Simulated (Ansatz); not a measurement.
# La on Ir(111): change of the work function, part 2 of 3

Aim: the work function of Ir(111) at several coverages of La (fcc site), and the dipole that each adsorbate carries.

Ansatz 0.2.0; plane-wave DFT, PBE, Ansatz PAW.

So far, work function, upper face (eV): step 2 (the clean slab) 5.49.

## (3) Adsorbate added, k-mesh 4×4×1, coverage 0.111 ML

System of this step: La/Ir(111). The cell holds 37 atoms: 36 Ir and 1 La. Cell: a = 8.146 Å, b = 8.146 Å, c = 27.859 Å, α = 90.0°, β = 90.0°, γ = 60.0°. Vacuum lies along c.

The clean slab as it ended is repeated in the plane and the adsorbate is set on one face; the cell's size fixes the coverage, and the k-mesh shrinks with it to keep the sampling density about even. Adsorbate and upper layers relax, since the dipole depends on the height.

File input.yaml:

```yaml
crystal:
  lattice:
    - [8.1458701194, 0.0, 0.0]
    - [4.0729350597, 7.0545304593, 0.0]
    - [0.0, 0.0, 27.8586853312]
  atoms:
    - { symbol: Ir, position: [0.0, 0.0, 0.323059035] }
    - { symbol: Ir, position: [0.1111111111, 0.1111111111, 0.4026401426] }
    - { symbol: Ir, position: [0.2222222222, 0.2222222222, 0.4821286076] }
    - { symbol: Ir, position: [0.0, 0.0, 0.5612354888] }
    - { symbol: Ir, position: [0.0, 0.3333333333, 0.323059035] }
    - { symbol: Ir, position: [0.1111111111, 0.4444444444, 0.4026401426] }
    - { symbol: Ir, position: [0.2222222222, 0.5555555556, 0.4821286076] }
    - { symbol: Ir, position: [0.0, 0.3333333333, 0.5612354888] }
    - { symbol: Ir, position: [0.0, 0.6666666667, 0.323059035] }
    - { symbol: Ir, position: [0.1111111111, 0.7777777778, 0.4026401426] }
    - { symbol: Ir, position: [0.2222222222, 0.8888888889, 0.4821286076] }
    - { symbol: Ir, position: [0.0, 0.6666666667, 0.5612354888] }
    - { symbol: Ir, position: [0.3333333333, 0.0, 0.323059035] }
    - { symbol: Ir, position: [0.4444444444, 0.1111111111, 0.4026401426] }
    - { symbol: Ir, position: [0.5555555556, 0.2222222222, 0.4821286076] }
    - { symbol: Ir, position: [0.3333333333, 0.0, 0.5612354888] }
    - { symbol: Ir, position: [0.3333333333, 0.3333333333, 0.323059035] }
    - { symbol: Ir, position: [0.4444444444, 0.4444444444, 0.4026401426] }
    - { symbol: Ir, position: [0.5555555556, 0.5555555556, 0.4821286076] }
    - { symbol: Ir, position: [0.3333333333, 0.3333333333, 0.5612354888] }
    - { symbol: Ir, position: [0.3333333333, 0.6666666667, 0.323059035] }
    - { symbol: Ir, position: [0.4444444444, 0.7777777778, 0.4026401426] }
    - { symbol: Ir, position: [0.5555555556, 0.8888888889, 0.4821286076] }
    - { symbol: Ir, position: [0.3333333333, 0.6666666667, 0.5612354888] }
    - { symbol: Ir, position: [0.6666666667, 0.0, 0.323059035] }
    - { symbol: Ir, position: [0.7777777778, 0.1111111111, 0.4026401426] }
    - { symbol: Ir, position: [0.8888888889, 0.2222222222, 0.4821286076] }
    - { symbol: Ir, position: [0.6666666667, 0.0, 0.5612354888] }
    - { symbol: Ir, position: [0.6666666667, 0.3333333333, 0.323059035] }
    - { symbol: Ir, position: [0.7777777778, 0.4444444444, 0.4026401426] }
    - { symbol: Ir, position: [0.8888888889, 0.5555555556, 0.4821286076] }
    - { symbol: Ir, position: [0.6666666667, 0.3333333333, 0.5612354888] }
    - { symbol: Ir, position: [0.6666666667, 0.6666666667, 0.323059035] }
    - { symbol: Ir, position: [0.7777777778, 0.7777777778, 0.4026401426] }
    - { symbol: Ir, position: [0.8888888889, 0.8888888889, 0.4821286076] }
    - { symbol: Ir, position: [0.6666666667, 0.6666666667, 0.5612354888] }
    - { symbol: La, position: [0.1111111111, 0.1111111111, 0.676940965] }
kpoints:
  mp_grid: { grid: [4, 4, 1] }
hamiltonian:
  xc: pbe
scf:
  occupations: { method: fermi_dirac, width: 0.1 }
  convergence: { dr2_threshold: 1.0e-08 }
efield:
  axis: 3
  dipole_correction: true
  ramp_position: 0.97
  ramp_width: 0.06
relax:
  f_tol: 0.02
  max_steps: 60
  constraints:
    - { sites: [0, 1, 4, 5, 8, 9, 12, 13, 16, 17, 20, 21, 24, 25, 28, 29, 32, 33] }
output:
  write_potential: true
  write_density: true
  volumetric_format: npy
```

Command:

```console
ansatz run input.yaml --threads 4 --pin off --max-ram 16384MiB --backend cpu --events-out ev --progress --plain --runs-dir out
```

What it wrote:

```text
[...]
Crystal: 37 atoms, lattice volume = 1600.907 Å³
Basis set: ecut = 420 eV, 31287 PW (Γ), exchange–correlation on 120×120×384 points (8 copies of the dense FFT grid, shifted against one another)
Bands: 374, of which v1, the nominal top of the filled ones, is band 312 counted from 1 (311 counted from 0)
Symmetry: 6 space group operations
[...]
k-points: 4 of 16 (time reversal used)
[...]
SCF iter   1: F=—  HF=-435906.294211 eV  |F-HF|=—  |Δ(HF+E_count)|=         —  Δρ=4.29e-2  dr2=1.44e2  ethr=1.77e-3  p=1.059 e·Å  D=1.20e-1 V/Å  ΔV_dip=-3.33 eV  dr2_dipole=3.34e1  V_vac-E_F(+/−)=1.91/5.24 eV  ⟨swp⟩=7.8  Hψ=6139  notcnv=0  defer=1
[...]
SCF iter  17: F=-435905.559105 eV  HF=-435905.559105 eV  |F-HF|=5.82e-11  |Δ(HF+E_count)|=   6.81e-9  Δρ=2.36e-7  dr2=1.87e-9  ethr=1.61e-12  p=1.003 e·Å  D=1.13e-1 V/Å  ΔV_dip=-3.16 eV  dr2_dipole=1.04e-10  V_vac-E_F(+/−)=2.35/5.51 eV  ⟨swp⟩=7.0  Hψ=9315  notcnv=0
SCF 1 converged in 17 iterations: F = -435905.559105 eV  dr2 = 1.87e-9
[...]
relax step   1: F+E_penalty+E_count = -435905.55910459 eV  Δ(F+E_penalty+E_count) = +0.000e0 eV  max|allowed force component| = 3.508e0 eV/Å  Δτ_max = 0.0000 Å  (17 SCF iters, accepted)
[...]
SCF iter  11: F=-435906.420633 eV  HF=-435906.420633 eV  |F-HF|=1.47e-8  |Δ(HF+E_count)|=   6.23e-9  Δρ=4.12e-7  dr2=7.48e-9  ethr=1.61e-12  p=1.066 e·Å  D=1.21e-1 V/Å  ΔV_dip=-3.36 eV  dr2_dipole=1.37e-10  V_vac-E_F(+/−)=2.16/5.51 eV  ⟨swp⟩=7.8  Hψ=11121  notcnv=0
SCF 2 converged in 11 iterations: F = -435906.420633 eV  dr2 = 7.48e-9
[...]
relax step   2: F+E_penalty+E_count = -435906.42063330 eV  Δ(F+E_penalty+E_count) = -8.615e-1 eV  max|allowed force component| = 3.859e0 eV/Å  Δτ_max = 0.1950 Å  (11 SCF iters, accepted)
SCF iter   1: F=—  HF=-435907.310799 eV  |F-HF|=—  |Δ(HF+E_count)|=         —  Δρ=3.23e-3  dr2=9.74e-1  ethr=1.30e-3  p=1.066 e·Å  D=1.21e-1 V/Å  ΔV_dip=-3.36 eV  dr2_dipole=1.56e-1  V_vac-E_F(+/−)=2.17/5.53 eV  ⟨swp⟩=4.8  Hψ=2842  notcnv=0  defer=18
[...]
SCF iter  11: F=-435907.266634 eV  HF=-435907.266634 eV  |F-HF|=5.01e-9  |Δ(HF+E_count)|=   2.88e-8  Δρ=2.20e-7  dr2=1.41e-9  ethr=1.61e-12  p=1.105 e·Å  D=1.25e-1 V/Å  ΔV_dip=-3.48 eV  dr2_dipole=1.02e-11  V_vac-E_F(+/−)=2.04/5.52 eV  ⟨swp⟩=10.0  Hψ=10099  notcnv=0
SCF 3 converged in 11 iterations: F = -435907.266634 eV  dr2 = 1.41e-9
relax step   3: F+E_penalty+E_count = -435907.26663360 eV  Δ(F+E_penalty+E_count) = -8.460e-1 eV  max|allowed force component| = 3.835e0 eV/Å  Δτ_max = 0.1949 Å  (11 SCF iters, accepted)
[...]
relax step   4: F+E_penalty+E_count = -435908.02762540 eV  Δ(F+E_penalty+E_count) = -7.610e-1 eV  max|allowed force component| = 2.963e0 eV/Å  Δτ_max = 0.1943 Å  (11 SCF iters, accepted)
[...]
relax step   5: F+E_penalty+E_count = -435908.43555090 eV  Δ(F+E_penalty+E_count) = -4.079e-1 eV  max|allowed force component| = 8.286e-1 eV/Å  Δτ_max = 0.1950 Å  (10 SCF iters, accepted)
[...]
relax step   6: F+E_penalty+E_count = -435908.41175932 eV  Δ(F+E_penalty+E_count) = +2.379e-2 eV  max|allowed force component| = 7.663e-1 eV/Å  Δτ_max = 0.1789 Å  (10 SCF iters, rejected (line search))
[...]
relax step   7: F+E_penalty+E_count = -435908.50963485 eV  Δ(F+E_penalty+E_count) = -7.408e-2 eV  max|allowed force component| = 3.377e-1 eV/Å  Δτ_max = 0.0894 Å  (10 SCF iters, accepted)
[...]
relax step   8: F+E_penalty+E_count = -435908.51893605 eV  Δ(F+E_penalty+E_count) = -9.301e-3 eV  max|allowed force component| = 8.582e-2 eV/Å  Δτ_max = 0.0446 Å  (9 SCF iters, accepted)
SCF iter   1: F=—  HF=-435908.516302 eV  |F-HF|=—  |Δ(HF+E_count)|=         —  Δρ=1.79e-4  dr2=3.94e-3  ethr=4.44e-6  p=0.946 e·Å  D=1.07e-1 V/Å  ΔV_dip=-2.98 eV  dr2_dipole=1.49e-3  V_vac-E_F(+/−)=2.52/5.50 eV  ⟨swp⟩=2.0  Hψ=2515  notcnv=0  defer=28
[...]
SCF iter   7: F=-435908.519424 eV  HF=-435908.519424 eV  |F-HF|=1.65e-8  |Δ(HF+E_count)|=   1.10e-7  Δρ=3.77e-7  dr2=3.15e-9  ethr=1.61e-12  p=0.950 e·Å  D=1.07e-1 V/Å  ΔV_dip=-2.99 eV  dr2_dipole=1.03e-10  V_vac-E_F(+/−)=2.51/5.50 eV  ⟨swp⟩=10.5  Hψ=10849  notcnv=0
SCF 9 converged in 7 iterations: F = -435908.519424 eV  dr2 = 3.15e-9
relax step   9: F+E_penalty+E_count = -435908.51942364 eV  Δ(F+E_penalty+E_count) = -4.876e-4 eV  max|allowed force component| = 1.263e-2 eV/Å  Δτ_max = 0.0037 Å  (7 SCF iters, accepted)
NSCF: frozen V_eff on 4 k-points
[...]
SCF converged after 7 iterations
Free energy (F): -435908.519424 eV
[...]
Internal energy: -435907.226951 eV  (E = F + TS)
E sigma→0 (E₀):  -435907.873187 eV
Entropy (-TS):   -1.292473 eV (-34.932 meV/atom)
Fermi energy:    5.822798 eV
Dipole field:    D = 0.107324 V/Å  (p = 0.949515 e·Å, saw-weighted, corrected)
Work function:   Φ+ = 2.5123 eV   Φ− = 5.5022 eV
[...]
--- Forces (eV/Å), atoms counted from 1 ---
  atom   1  Ir     0.03261947     0.01883286     0.14681929
  atom   2  Ir    -0.00000000     0.00000000    -0.00627007
  atom   3  Ir     0.00881506     0.00508938     0.00482218
  atom   4  Ir     0.01093734     0.00631468     0.00221308
  atom   5  Ir    -0.00000000    -0.03766572     0.14681929
  atom   6  Ir     0.05493229    -0.05469266    -0.13771772
  atom   7  Ir     0.00328893    -0.00189887    -0.00053574
  atom   8  Ir    -0.00000000    -0.01262935     0.00221308
  atom   9  Ir    -0.04565035     0.02635624     0.24893619
  atom  10  Ir     0.07483138    -0.02022643    -0.13771772
  atom  11  Ir     0.00000000    -0.01017875     0.00482218
  atom  12  Ir     0.00180827    -0.00104400     0.00086352
  atom  13  Ir    -0.03261947     0.01883286     0.14681929
  atom  14  Ir    -0.01989909     0.07491909    -0.13771772
  atom  15  Ir    -0.00000000     0.00379773    -0.00053574
  atom  16  Ir    -0.01093734     0.00631468     0.00221308
  atom  17  Ir     0.00412409     0.00238105     0.10037367
  atom  18  Ir    -0.00000000     0.00000000    -0.10517745
  atom  19  Ir    -0.00328893    -0.00189887    -0.00053574
  atom  20  Ir    -0.00609232    -0.00351740    -0.00004703
  atom  21  Ir    -0.00000000    -0.00476209     0.10037367
  atom  22  Ir    -0.07483138    -0.02022643    -0.13771772
  atom  23  Ir     0.00615544    -0.00355385     0.00514066
  atom  24  Ir    -0.00000000     0.00703481    -0.00004703
  atom  25  Ir     0.00000000    -0.05271249     0.24893619
  atom  26  Ir     0.01989909     0.07491909    -0.13771772
  atom  27  Ir    -0.00881506     0.00508938     0.00482218
  atom  28  Ir    -0.00000000     0.00208801     0.00086352
  atom  29  Ir    -0.00412409     0.00238105     0.10037367
  atom  30  Ir    -0.05493229    -0.05469266    -0.13771772
  atom  31  Ir     0.00000000     0.00710769     0.00514066
  atom  32  Ir     0.00609232    -0.00351740    -0.00004703
  atom  33  Ir     0.04565035     0.02635624     0.24893619
  atom  34  Ir     0.00000000     0.00000000    -0.57901188
  atom  35  Ir    -0.00615544    -0.00355385     0.00514066
  atom  36  Ir    -0.00180827    -0.00104400     0.00086352
  atom  37  La     0.00000000     0.00000000    -0.00898819
  max |Σ_I F_I| component: 3.58e-6 eV/Å
--- Band table (eV) ---
  k-point 0: bands = [... 308 lower, 5.5762, 5.6041, 5.7144, 5.7144, 5.7629, 5.7784, 5.8278, 5.8278, ... 58 higher]
  k-point 1: bands = [... 308 lower, 5.6712, 5.6963, 5.8192, 5.8724, 5.8800, 5.9114, 5.9224, 5.9986, ... 58 higher]
  k-point 2: bands = [... 308 lower, 5.7207, 5.7646, 5.7698, 5.8464, 5.9053, 5.9113, 5.9284, 5.9571, ... 58 higher]
  k-point 3: bands = [... 308 lower, 5.6323, 5.7771, 5.8178, 5.9247, 6.0044, 6.0797, 6.1272, 6.1435, ... 58 higher]
--- Relaxed structure (9 steps of the walk, 8 accepted, 0 SCFs on fresh bases) ---
  F+E_penalty+E_count = -435908.51942364 eV   max|allowed force component| = 1.263e-2 eV/Å
  atoms:
    - { symbol: Ir, position: [1.111111e-11, 1.111111e-11, 0.323059] }
    - { symbol: Ir, position: [0.111111, 0.111111, 0.4026401426] }
    - { symbol: Ir, position: [0.221529, 0.221529, 0.482477] }
    - { symbol: Ir, position: [-0.00234134, -0.00234134, 0.563487] }
    - { symbol: Ir, position: [1.111108e-11, 0.333333, 0.323059] }
    - { symbol: Ir, position: [0.111111, 0.444444, 0.4026401426] }
    - { symbol: Ir, position: [0.222109, 0.555612, 0.482624] }
    - { symbol: Ir, position: [-0.00234134, 0.338016, 0.563487] }
    - { symbol: Ir, position: [-2.222222e-11, 0.666667, 0.323059] }
    - { symbol: Ir, position: [0.111111, 0.777778, 0.4026401426] }
    - { symbol: Ir, position: [0.221529, 0.890276, 0.482477] }
    - { symbol: Ir, position: [-0.000836048, 0.667085, 0.561284] }
    - { symbol: Ir, position: [0.333333, 1.111111e-11, 0.323059] }
    - { symbol: Ir, position: [0.444444, 0.111111, 0.4026401426] }
    - { symbol: Ir, position: [0.555612, 0.222109, 0.482624] }
    - { symbol: Ir, position: [0.338016, -0.00234134, 0.563487] }
    - { symbol: Ir, position: [0.333333, 0.333333, 0.323059] }
    - { symbol: Ir, position: [0.444444, 0.444444, 0.4026401426] }
    - { symbol: Ir, position: [0.555612, 0.555612, 0.482624] }
    - { symbol: Ir, position: [0.334025, 0.334025, 0.562063] }
    - { symbol: Ir, position: [0.333333, 0.666667, 0.323059] }
    - { symbol: Ir, position: [0.444444, 0.777778, 0.4026401426] }
    - { symbol: Ir, position: [0.557244, 0.888044, 0.481481] }
    - { symbol: Ir, position: [0.334025, 0.665284, 0.562063] }
    - { symbol: Ir, position: [0.666667, -2.222220e-11, 0.323059] }
    - { symbol: Ir, position: [0.777778, 0.111111, 0.4026401426] }
    - { symbol: Ir, position: [0.890276, 0.221529, 0.482477] }
    - { symbol: Ir, position: [0.667085, -0.000836048, 0.561284] }
    - { symbol: Ir, position: [0.666667, 0.333333, 0.323059] }
    - { symbol: Ir, position: [0.777778, 0.444444, 0.4026401426] }
    - { symbol: Ir, position: [0.888044, 0.557244, 0.481481] }
    - { symbol: Ir, position: [0.665284, 0.334025, 0.562063] }
    - { symbol: Ir, position: [0.666667, 0.666667, 0.323059] }
    - { symbol: Ir, position: [0.777778, 0.777778, 0.4026401426] }
    - { symbol: Ir, position: [0.888044, 0.888044, 0.481481] }
    - { symbol: Ir, position: [0.667085, 0.667085, 0.561284] }
    - { symbol: La, position: [0.111111, 0.111111, 0.644295] }
```

The job ended after 25 min (4 threads of Arm Neoverse V1, shared host; peak memory 10 GiB).

The steps of the relaxation:

| step | energy less that of the first step (eV) | largest force component (eV/Å) |
| --- | --- | --- |
| 1 | 0.0000 | 3.5083 |
| 2 | -0.8615 | 3.8592 |
| 3 | -1.7075 | 3.8346 |
| 4 | -2.4685 | 2.9627 |
| 5 | -2.8764 | 0.8286 |
| 6 | -2.8527 | 0.7663 |
| 7 | -2.9505 | 0.3377 |
| 8 | -2.9598 | 0.0858 |
| 9 | -2.9603 | 0.0126 |

Relaxation step 6 was tried and not accepted.

Forces are held to the 6 operations that the program found; a distortion that breaks them can't arise in this run.

The atoms that moved most (Å):

| atom | dx | dy | dz | length |
| --- | --- | --- | --- | --- |
| La37 | 0.000 | 0.000 | -0.909 | 0.909 |
| Ir4 | -0.029 | -0.017 | 0.063 | 0.071 |
| Ir16 | 0.029 | -0.017 | 0.063 | 0.071 |
| Ir8 | 0.000 | 0.033 | 0.063 | 0.071 |
| Ir24 | 0.000 | -0.010 | 0.023 | 0.025 |
| Ir32 | -0.008 | 0.005 | 0.023 | 0.025 |
| Ir20 | 0.008 | 0.005 | 0.023 | 0.025 |
| Ir31 | 0.000 | 0.012 | -0.018 | 0.022 |

Final coordinates:

```
Ir La
1.0
     8.14587    0.00000    0.00000
     4.07294    7.05453    0.00000
     0.00000    0.00000   27.85869
Ir La
36 1
Cartesian
  0.0000 0.0000 9.0000
  1.3576 0.7838 11.2170
  2.7068 1.5628 13.4412
  -0.0286 -0.0165 15.6980
  1.3576 2.3515 9.0000
  2.7153 3.1353 11.2170
  4.0722 3.9196 13.4453
  1.3576 2.3845 15.6980
  2.7153 4.7030 9.0000
  4.0729 5.4869 11.2170
  5.4306 6.2805 13.4412
  2.7102 4.7060 15.6366
  2.7153 0.0000 9.0000
  4.0729 0.7838 11.2170
  5.4306 1.5669 13.4453
  2.7439 -0.0165 15.6980
  4.0729 2.3515 9.0000
  5.4306 3.1353 11.2170
  6.7889 3.9196 13.4453
  4.0814 2.3564 15.6583
  5.4306 4.7030 9.0000
  6.7882 5.4869 11.2170
  8.1562 6.2647 13.4134
  5.4306 4.6933 15.6583
  5.4306 0.0000 9.0000
  6.7882 0.7838 11.2170
  8.1543 1.5628 13.4412
  5.4306 -0.0059 15.6366
  6.7882 2.3515 9.0000
  8.1459 3.1353 11.2170
  9.5035 3.9311 13.4134
  6.7798 2.3564 15.6583
  8.1459 4.7030 9.0000
  9.5035 5.4869 11.2170
  10.8508 6.2647 13.4134
  8.1510 4.7060 15.6366
  1.3576 0.7838 17.9492
```

This step gave:

| Quantity | Value |
| --- | --- |
| energy at zero smearing | -435907.8732 eV |
| work function, upper face | 2.512 eV |
| work function, lower face | 5.502 eV |
| dipole along the normal | 0.9495 e·Å |
| step between the vacuum levels | -2.990 eV |

Running mean over 2.217 Å of the planar mean; the ramp of the sawtooth is left out. The electron's electrostatic potential energy less the Fermi level by z:

| z (Å) | electron's electrostatic potential energy less the Fermi level (eV) |
| --- | --- |
| 4 | 5.50 |
| 5 | 5.50 |
| 6 | 5.42 |
| 7 | 4.27 |
| 8 | -5.50 |
| 9 | -12.7 |
| 10 | -13.3 |
| 11 | -13.5 |
| 12 | -13.6 |
| 13 | -13.5 |
| 14 | -13.3 |
| 15 | -13.1 |
| 16 | -12.0 |
| 17 | -3.09 |
| 18 | 1.10 |
| 19 | 1.50 |
| 20 | 2.33 |
| 21 | 2.49 |
| 22 | 2.51 |
| 23 | 2.51 |
| 24 | 2.51 |

The relaxation took 9 steps and lowered the energy by 3.0 eV; the largest force on the free atoms ends at 0.013 eV/Å.

The covered face has 2.51 eV, -2.97 eV against the clean one; the bare back face has moved by +0.01 eV, a measure of how thin the slab is.

(Continued in part 3 of 3.)

[Long decimals in the printed logs are rounded to 6 places.]

[Logs are printed without paths, hosts, clocks, repeated set-up lines and the standing remarks that a program may print on its own settings, such as how far it seeks lower states.]

[Hosts, paths, dates, database ids (printed as entryN), source tags and the programs' standing remarks are cut or masked in the printed files.]

[Maps of the electrostatic potential energy from Ansatz leave out the sawtooth potential of an applied field or a dipole correction, so their vacuum need not be flat; planar profiles and work functions include it.]
